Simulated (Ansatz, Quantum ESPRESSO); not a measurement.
# Ru(0001), 5 layers against a metal electrode: the electrode's level over the Fermi level at a withheld member of a series

**Set-up.** Quantum ESPRESSO 7.5, PBE, GBRV ultrasoft. The slab is relaxed neutral, then held. ESM with bc3: vacuum below and a metal electrode about 6 Å above the top atoms. Cold smearing of 0.02 Ry. Charges are set per cell from the starting area. The slabs take the lattice constants of the bulk relaxed by the same program. The series steps the charge of the slab (positive: electrons removed).

| charge of the slab | electrode's level over the Fermi level (eV) |
| --- | --- |
| 1 ×10¹³ e/cm² | 5.731 |
| 2 ×10¹³ e/cm² | 6.497 |
| 3 ×10¹³ e/cm² | 7.270 |
| 4.5 ×10¹³ e/cm² | 8.438 |
| 6 ×10¹³ e/cm² | 9.618 |
| 7 ×10¹³ e/cm² | 10.410 |

To predict: What is the electrode's level over the Fermi level at 8 ×10¹³ e/cm²?

**Worked estimate.** The rows at 6 ×10¹³ e/cm² and 7 ×10¹³ e/cm² give a slope of (10.410 − (9.618))/(7 − (6)) = 0.792, so a straight line gives 11.202 eV. A parabola through these and the row at 4.5 ×10¹³ e/cm² gives 11.206 eV.

What the calculation gave: 11.206 eV. The line misses by −0.004 and the parabola by 0.000 eV. Both misses are under 5 % of the step from the nearer row.

Caveats: Vacuum fills the gap; ions don't answer the charge; added electrons can spill towards the electrode at the most negative charges. Charges count on the starting cell, which the relaxation changed by some per cent. Members without a usable value, or on the other side of zero field or charge, are not listed.
